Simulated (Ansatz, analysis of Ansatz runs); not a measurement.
## Moving an added electron between V sites in VPO4 (Cmcm)

Aim: the energy barrier that a trapped electron meets when it moves from one V atom to another one nearby in VPO4 (Cmcm). The model is a cell of 96 host atoms.

Program: Ansatz 0.2.0. Level of theory: plane-wave PAW DFT, PBEsol+U; relaxation of all atoms of a supercell at fixed charge in a uniform background; PAW set soft_1. Results are calculated unless marked as measured.

## (1) The structure

The cell holds 96 atoms: 16 V, 16 P and 64 O. Cell: a = 11.345 Å, b = 11.345 Å, c = 11.345 Å, α = 125.1°, β = 93.1°, γ = 111.8°. It derives from VPO4 (space group Cmcm). Nearest the centre at fractional (0.375, 0.625, 0.750): O59 at 1.36 Å, O36 at 1.36 Å, V6 at 1.59 Å, V12 at 1.59 Å, O84 at 2.30 Å, O70 at 2.30 Å, O76 at 2.69 Å, O89 at 2.69 Å.

Hubbard terms: V d 4.5 eV. They were chosen, not fitted, to curb self-interaction in the shells named, the trial site's among them. The two sites are V6 and V12. The cell's shortest repeat is 10.5 Å. The host's moments were started ferromagnetic, high spin; both sites carry the same spin direction.

## (2) The cell without the carrier

The neutral cell is relaxed first, from small random displacements, so that bond lengths and moments with the carrier can be set beside those of a relaxed cell without it.

Contents of neutral.relax/input.yaml:

```yaml
crystal:
  lattice:
    - [-5.23155868, 7.80375834, 6.35985605]
    - [5.23155868, -7.80375834, 6.35985605]
    - [5.23155868, 7.80375834, -6.35985605]
  atoms:
    - { symbol: V, position: [0.0, 0.25, 0.75], spin: 2.0 }
    - { symbol: V, position: [0.0, 0.75, 0.25], spin: 2.0 }
    - { symbol: V, position: [0.25, 0.0, 0.75], spin: 2.0 }
    - { symbol: V, position: [0.25, 0.5, 0.25], spin: 2.0 }
[... 1 atom line left out ...]
    - { symbol: V, position: [0.5, 0.75, 0.75], spin: 2.0 }
    - { symbol: V, position: [0.75, 0.0, 0.25], spin: 2.0 }
[... 1 atom line left out ...]
    - { symbol: V, position: [0.0, 0.25, 0.25], spin: 2.0 }
    - { symbol: V, position: [0.0, 0.75, 0.75], spin: 2.0 }
[... 1 atom line left out ...]
    - { symbol: V, position: [0.25, 0.5, 0.75], spin: 2.0 }
[... 1 atom line left out ...]
    - { symbol: V, position: [0.5, 0.75, 0.25], spin: 2.0 }
    - { symbol: V, position: [0.75, 0.0, 0.75], spin: 2.0 }
[... 3 atom lines left out ...]
    - { symbol: P, position: [0.30024, 0.375, 0.42524] }
    - { symbol: P, position: [0.30024, 0.875, 0.92524] }
[... 1 atom line left out ...]
    - { symbol: P, position: [0.55024, 0.625, 0.92524] }
[... 2 atom lines left out ...]
    - { symbol: P, position: [0.19976, 0.125, 0.57476] }
    - { symbol: P, position: [0.19976, 0.625, 0.07476] }
[... 1 atom line left out ...]
    - { symbol: P, position: [0.44976, 0.875, 0.57476] }
    - { symbol: P, position: [0.69976, 0.125, 0.07476] }
    - { symbol: P, position: [0.69976, 0.625, 0.57476] }
    - { symbol: P, position: [0.94976, 0.375, 0.57476] }
[... 2 atom lines left out ...]
    - { symbol: O, position: [0.108385, 0.502326, 0.360711] }
    - { symbol: O, position: [0.358385, 0.252326, 0.360711] }
    - { symbol: O, position: [0.358385, 0.752326, 0.860711] }
[... 1 atom line left out ...]
    - { symbol: O, position: [0.608385, 0.502326, 0.860711] }
[... 3 atom lines left out ...]
    - { symbol: O, position: [0.141615, 0.502326, 0.893941] }
[... 2 atom lines left out ...]
    - { symbol: O, position: [0.641615, 0.002326, 0.893941] }
[... 3 atom lines left out ...]
    - { symbol: O, position: [0.141615, 0.247674, 0.639289] }
[... 4 atom lines left out ...]
    - { symbol: O, position: [0.641615, 0.747674, 0.639289] }
[... 3 atom lines left out ...]
    - { symbol: O, position: [0.108385, 0.747674, 0.606059] }
    - { symbol: O, position: [0.358385, 0.497674, 0.606059] }
    - { symbol: O, position: [0.358385, 0.997674, 0.106059] }
[... 1 atom line left out ...]
    - { symbol: O, position: [0.608385, 0.747674, 0.106059] }
[... 4 atom lines left out ...]
    - { symbol: O, position: [0.34813, 0.475791, 0.372339] }
    - { symbol: O, position: [0.34813, 0.975791, 0.872339] }
[... 1 atom line left out ...]
    - { symbol: O, position: [0.59813, 0.725791, 0.872339] }
[... 5 atom lines left out ...]
    - { symbol: O, position: [0.40187, 0.774209, 0.627661] }
    - { symbol: O, position: [0.65187, 0.024209, 0.127661] }
    - { symbol: O, position: [0.65187, 0.524209, 0.627661] }
    - { symbol: O, position: [0.90187, 0.274209, 0.627661] }
[... 1 atom line left out ...]
    - { symbol: O, position: [0.146548, 0.274209, 0.372339] }
    - { symbol: O, position: [0.146548, 0.774209, 0.872339] }
[... 1 atom line left out ...]
    - { symbol: O, position: [0.396548, 0.524209, 0.872339] }
[... 4 atom lines left out ...]
    - { symbol: O, position: [0.103452, 0.475791, 0.627661] }
[... 1 atom line left out ...]
    - { symbol: O, position: [0.353452, 0.225791, 0.627661] }
    - { symbol: O, position: [0.353452, 0.725791, 0.127661] }
[... 1 atom line left out ...]
    - { symbol: O, position: [0.603452, 0.975791, 0.627661] }
[... 1 atom line left out ...]
    - { symbol: O, position: [0.853452, 0.725791, 0.627661] }
basis:
  ecutwfc: 420
  xc_grid: 2
hamiltonian:
  xc: pbesol
  hubbard:
    sites: [{ species: V, l: d, u_eff: 4.5 }]
    projectors: ortho-atomic
  pseudopotentials: { kind: paw, azcp: { folder: soft_1 }, xc_functional: pbe }
kpoints:
  mp_grid: { grid: [1, 1, 1] }
magnetization:
  spin_polarized: true
  initial_magnetization: 32
  spin_locking: { lock_magnetization: hard }
scf:
  occupations: { method: fermi_dirac, width: 0.01 }
  max_iter: 120
  lower_state_search: "off"
output:
  forces: true
relax:
  f_tol: 0.02
  max_steps: 70
  random_displacement: { amplitude: 0.04, seed: 1051 }
checkpoint:
  write: "../neutral.relax.run"
  compress: false
  write_wavefunctions: true
  write_every: 100000
```

On the command line:

```sh
$ ansatz run input.yaml --threads 8 --pin off --max-ram 18841MiB --backend cpu --events-out ev --progress --plain --runs-dir out
```

Numbers of over 12 decimals in the logs are rounded to 6 here.

What it wrote:

```text
[... repeated set-up lines and file paths are left out, and long positions are rounded to six places ...]
Engine: ansatz 0.2.0, aarch64-unknown-linux-gnu
Pseudopotentials: kind: paw
Pseudopotential: V, paw, valence charge 13, recommended cutoff 420 eV (normal), soft_1/V.paw.azcp
Pseudopotential: P, paw, valence charge 5, recommended cutoff 420 eV (normal), soft_1/P.paw.azcp
Pseudopotential: O, paw, valence charge 6, recommended cutoff 420 eV (normal), soft_1/O.paw.azcp
Functional definition: PBEsol
  exchange = pbesol_x
  correlation = pbesol_c
Crystal: 96 atoms, lattice volume = 1038.585 Å³
Basis set: ecut = 420 eV, 20271 PW (Γ), exchange–correlation on 160×160×160 points (8 copies of the dense FFT grid, shifted against one another)
Bands: 448, of which v1, the nominal top of the filled ones, is band 336 counted from 1 (335 counted from 0)
Symmetry: 1 space group operations
k-points: 1
Non-local potential: V, projectors of the file, l = 0: 3, l = 1: 2, l = 2: 3, l = 3: 1
Non-local potential: P, projectors of the file, l = 0: 2, l = 1: 2, l = 2: 1
Non-local potential: O, projectors of the file, l = 0: 2, l = 1: 2, l = 2: 1
PAW form: soft (Blöchl's): semilocal exchange-correlation on the pseudo side does not see the compensation charge
PAW frozen core: V, regenerated for the run's functional, and the local potential with it (the file was generated under x = pbe(κ = 0.804, μ = 0.219515), c = pbe(β = 0.066725))
PAW frozen core: P, regenerated for the run's functional, and the local potential with it (the file was generated under x = pbe(κ = 0.804, μ = 0.219515), c = pbe(β = 0.066725))
[...]
[... 10 atoms left out ...]
  atom  70  O      0.00081617    -0.00123644    -0.00217756
  [... 5 atoms left out ...]
  atom  76  O     -0.00327074     0.00137589     0.00018776
  [... 7 atoms left out ...]
  atom  84  O     -0.00019102     0.00188607     0.00040904
[...]
atom  89  O     -0.00143003    -0.00064192     0.00082004
[...]
max |Σ_I F_I| component: 1.80e-5 eV/Å
--- Band table (eV) ---
  k-point 0 ↑: bands = ["-57.8241", "-57.8239", "-57.8236", "-57.8235", [... 440 left out ...] "16.6974", "16.6976", "16.6976", "16.7956"]
  k-point 0 ↓: bands = ["-55.8926", "-55.8924", "-55.8922", "-55.8920", [... 440 left out ...] "16.8866", "16.8867", "16.8873", "16.8876"]
Occupation matrices written to <dir>
--- Relaxed structure (5 steps of the walk, 5 accepted, 0 SCFs on fresh bases) ---
  F+E_penalty+E_count = -93916.60074493 eV   max|allowed force component| = 4.899e-3 eV/Å
  atoms:
    - { symbol: V, position: [0.000259, 0.249925, 0.750165] }
    - { symbol: V, position: [0.000264, 0.749944, 0.250171] }
[...]
- { symbol: V, position: [0.500262, 0.749952, 0.750165] }
[...]
- { symbol: V, position: [0.250266, 0.500038, 0.750266] }
[...]
- { symbol: P, position: [0.300633, 0.875056, 0.925557] }
    [... 1 atom left out ...]
    - { symbol: P, position: [0.550647, 0.625039, 0.925527] }
[...]
- { symbol: O, position: [0.358879, 0.752555, 0.861295] }
[...]
- { symbol: O, position: [0.358800, 0.497524, 0.606353] }
[...]
- { symbol: O, position: [0.598569, 0.725767, 0.872648] }
    [... 5 atoms left out ...]
    - { symbol: O, position: [0.401991, 0.774275, 0.627799] }
    [... 7 atoms left out ...]
    - { symbol: O, position: [0.397032, 0.524301, 0.872659] }
    [... 4 atoms left out ...]
    - { symbol: O, position: [0.103528, 0.475744, 0.627778] }
    [... 7 atoms left out ...]
[key lines of the parts left out:]
SCF converged after 7 iterations
Magnetization: 32.0000 μB (352.0000 up, 320.0000 down)
Free energy (F): -93916.600745 eV
Fermi energy:    8.085106 (↑ 8.085106, ↓ 8.487849) eV
```

The job ended after 96 s (8 threads of Arm Neoverse V2, shared host; peak memory 2.9 GiB).

The largest displacement from an ideal site is 0.004 Å.

(Continued in part 2 of 3.)

[Logs are printed without paths, hosts, clocks, repeated set-up lines and the standing remarks that a program may print on its own settings, such as how far it seeks lower states.]

[Hosts, paths, dates, database ids (printed as entryN), source tags and the programs' standing remarks are cut or masked in the printed files.]
